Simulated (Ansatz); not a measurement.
# 3-layer arsenene (AA') in a perpendicular field, part 2 of 2

Wanted: the out-of-plane response of the 3-layer arsenene (AA'). A positive field points along +c.

Ansatz 0.2.0; plane-wave DFT, PBE-D3(BJ), Ansatz PAW.

So far. Step 10 (Atoms held, field 0.3 V/Å): The dipole is 0.227 e·Å, and the gap 0.739 eV. Step 11 (Single point, field -0.3 V/Å): The dipole is -0.227 e·Å, and the gap 0.739 eV.

### Step 12. Single point, field 0.4 V/Å

File input.yaml:

```yaml
crystal:
  lattice:
    - [3.5691369566, 0.0, 0.0]
    - [-1.7845684783, 3.090963274, 0.0]
    - [0.0, 0.0, 29.8539920603]
  atoms:
    - { symbol: As, position: [0.6666666667, 0.3333333333, 0.3014672203] }
    - { symbol: As, position: [0.3333333333, 0.6666666667, 0.3483178563] }
    - { symbol: As, position: [0.3333333333, 0.6666666667, 0.4765757469] }
    - { symbol: As, position: [0.6666666667, 0.3333333333, 0.5234242531] }
    - { symbol: As, position: [0.6666666667, 0.3333333333, 0.6516821437] }
    - { symbol: As, position: [0.3333333333, 0.6666666667, 0.6985327797] }
kpoints:
  mp_grid: { grid: [18, 18, 1] }
  band_path:
    path: [[0, 0, 0], [0.5, 0, 0], [0.33333333, 0.33333333, 0], [0, 0, 0]]
    npoints: 16
hamiltonian:
  xc: pbe
  dispersion: d3bj
scf:
  occupations: { method: fermi_dirac, width: 0.02585 }
  convergence: { dr2_threshold: 1.0e-10 }
efield:
  axis: 3
  dipole_correction: true
  ramp_position: 0.9293
  ramp_width: 0.1414
  amplitude: 0.4
output:
  write_potential: true
  write_density: true
  volumetric_format: npy
```

On the command line:

```console
$ ansatz run input.yaml --threads 4 --pin off --max-ram 8192MiB --backend cpu --events-out ev --progress --plain --runs-dir out
```

It took 29 s on 4 threads of Intel Xeon Platinum 8488C (Sapphire Rapids), shared host; peak memory 1.1 GiB.

The dipole is 0.303 e·Å, and the gap 0.565 eV.

### Step 13. Atoms held, field -0.4 V/Å

input.yaml: that of step 12 with these lines changed.

```diff
@@ -28,3 +28,3 @@
   ramp_width: 0.1414
-  amplitude: 0.4
+  amplitude: -0.4
 output:
```

It took 31 s on 4 threads; peak memory 1.1 GiB.

The dipole is -0.303 e·Å, and the gap 0.565 eV.

### Step 14. Response, atoms held

This step: plane-wave DFT, PBE-D3(BJ), Ansatz PAW; response to a field along the normal, atoms held (Ansatz 0.2.0).

The dipoles give the slope, and the difference of two potentials shows where the field is screened.

This step gave:

```yaml
equivalent_conductor_thickness_p_eps_0ae: 12.37 Å
distance_between_the_outer_atoms: 11.85 Å
```

The dipole of the cell by applied field:

```csv
applied field (V/Å),dipole of the cell (e·Å)
-0.400,-0.303
-0.300,-0.227
-0.200,-0.151
-0.100,-0.0754
-0.050,-0.0377
0.000,-2.1e-6
0.050,0.0377
0.100,0.0754
0.200,0.151
0.300,0.227
0.400,0.303
```

Local field over the applied field, running mean. From the potentials at -0.05 and 0.05 V/Å; running mean over 2.8 Å. Table of local field over applied field by z:

z (Å), local field over applied field and a bar:
```
        5      0.989 ##############################
        6      0.933 ############################
        7      0.728 ######################
        8      0.406 ############
        9      0.118 ###
       10      0.047 
       11      0.205 #####
       12      0.356 ##########
       13      0.320 #########
       14      0.130 ###
       15      0.033 
       16      0.158 ####
       17      0.337 ##########
       18      0.345 ##########
       19      0.175 ####
       20      0.041 
       21      0.150 ####
       22      0.455 #############
       23      0.770 #######################
       24      0.948 #############################
       25      0.992 ##############################
```

Electrons, planar mean, per unit field. Induced electron density against z:

z (Å), induced electron density (e/Å³ per V/Å) and a bar from the least value:
```
      4.5    0.00002 ###############
      5.0    0.00004 ###############
      5.5    0.00012 ################
      6.0    0.00029 #################
      6.5    0.00069 ##################
      7.0    0.00151 ######################
      7.5    0.00277 ############################
      8.0    0.00322 ##############################
      8.5    0.00140 ######################
      9.0    0.00100 ####################
      9.5    0.00043 #################
     10.0   -0.00047 #############
     10.5   -0.00083 ###########
     11.0   -0.00159 ########
     11.5   -0.00261 ###
     12.0   -0.00120 ##########
     12.5    0.00073 ###################
     13.0    0.00238 ##########################
     13.5    0.00205 #########################
     14.0    0.00091 ###################
     14.5    0.00049 #################
     15.0   -0.00013 ###############
     15.5   -0.00064 ############
     16.0   -0.00100 ###########
     16.5   -0.00245 ####
     17.0   -0.00199 ######
     17.5   -0.00017 ##############
     18.0    0.00173 #######################
     18.5    0.00263 ###########################
     19.0    0.00112 ####################
     19.5    0.00074 ###################
     20.0    0.00031 #################
     20.5   -0.00061 ############
     21.0   -0.00109 ##########
     21.5   -0.00197 ######
     22.0   -0.00332 
     22.5   -0.00239 ####
     23.0   -0.00121 ##########
     23.5   -0.00054 #############
     24.0   -0.00022 ##############
     24.5   -0.00009 ###############
     25.0   -0.00003 ###############
     25.5   -0.00001 ###############
```

The smaller of the gaps on the path and on the k-mesh, counted as 0 under 0.03 eV. Gap against applied field:

```csv
applied field (V/Å),gap (eV)
-0.400,0.565
-0.300,0.739
-0.200,0.903
-0.100,0.972
-0.050,0.989
0.000,0.995
0.050,0.989
0.100,0.972
0.200,0.903
0.300,0.739
0.400,0.565
```

By hand: between -0.05 and 0.05 V/Å the dipole changes by 0.07539 e·Å, a slope of 0.7539 e·Å²/V. A perfect conductor of thickness t has p = ε₀AEt, so t = 180.95 × 0.7539 / 11.032 = 12.37 Å (e/ε₀ = 180.95 V·Å, A in Å²).

The induced dipole is that of a conductor 12.37 Å thick.

### Step 15. Summary of results

```yaml
gap_without_field: 0.995 eV
ionisation_energy_upper_face: 5.09 eV
electron_affinity_upper_face: 4.09 eV
equivalent_conductor_thickness_atoms_held: 12.4 Å
```

The induced dipole equals that of a perfect conductor 12.37 Å thick, while the outer atoms lie 11.85 Å apart; an out-of-plane ε follows only once a thickness t is chosen, by 1 − 1/ε = 12.37 Å / t. The gap goes from 0.99 eV to 0.57 eV at -0.4 V/Å. With the field reversed it is 0.57 eV at 0.4 V/Å. Semilocal functionals give gaps that are too small, and excitons are not included. Spin-orbit coupling is left out.

[Long decimals in the printed logs are rounded to 6 places.]

[Logs are printed without paths, hosts, clocks, repeated set-up lines and the standing remarks that a program may print on its own settings, such as how far it seeks lower states.]

[Hosts, paths, dates, database ids (printed as entryN), source tags and the programs' standing remarks are cut or masked in the printed files.]

[Maps of the electrostatic potential energy from Ansatz leave out the sawtooth potential of an applied field or a dipole correction, so their vacuum need not be flat; planar profiles and work functions include it.]
